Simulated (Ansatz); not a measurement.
# Tunnelling across a broken Ga chain: predicting one gap

Set-up. Ansatz 0.2.0, plane waves with PAW datasets at the program's default cutoffs, Fermi-Dirac smearing of 0.05 eV, chains in boxes 7.5 Å wide or more, moments seeded when the perfect chain is relaxed. PBE, no spin-orbit coupling; one bond is opened by s Å beyond its relaxed length, the other atoms of a straight cell of 13 kept, without spin, and the conductance taken at 300 K.

```
   run    G (G₀)  largest error term (%)    s     ln G
+1.2 Å    0.5383                       8  1.2  −0.6193
+1.8 Å    0.1183                      12  1.8   −2.134
+2.5 Å   0.01924                      14  2.5   −3.951
+3.3 Å  0.002443                      15  3.3   −6.014
```

One run is withheld: run = +4.2 Å, with s = 4.2. Fit a straight line ln G = a + b × s to the 4 rows shown and predict it.

**Fit.** The means are 2.2 for s and −3.18 for ln G. The sum of products of deviations is −6.328 and the sum of squares in s is 2.46, so b = −6.328 / 2.46 = −2.572 and a = −3.18 − (−2.572) × 2.2 = 2.48. The residuals' standard deviation, with 2 degrees of freedom, is σ = 0.015.

**Prediction.** ln G = 2.48 + (−2.572) × 4.2 = −8.325, that is 0.000242 G₀. The run gave 0.000241 G₀ (ln G = −8.332), so the prediction less the run is +0.0071. The standard error of a prediction there, σ√(1 + 1/4 + (4.2 − 2.2)²/2.46), is 0.025, and the miss is 0.29 times that, for a point outside the fitted range. With so few rows σ is itself uncertain.

Caveats: Between neighbouring runs the slope of ln G lies between −2.60 and −2.53 per Å, so one exponential is an approximation. Error terms (up to 15 %, withheld run included) bound how much a small miss can mean. Broken ends may want a moment where none was allowed. No image potential, spin-orbit coupling or relaxation; a bent or dimerised chain may be lower in energy. Series of this kind are told only where this holds: one magnetic state in all runs, error terms under 60 %, and the runs' own leads conduct as the perfect chain does. 36 of 42 did.

[Logs are printed without paths, hosts, clocks, repeated set-up lines and the standing remarks that a program may print on its own settings, such as how far it seeks lower states.]
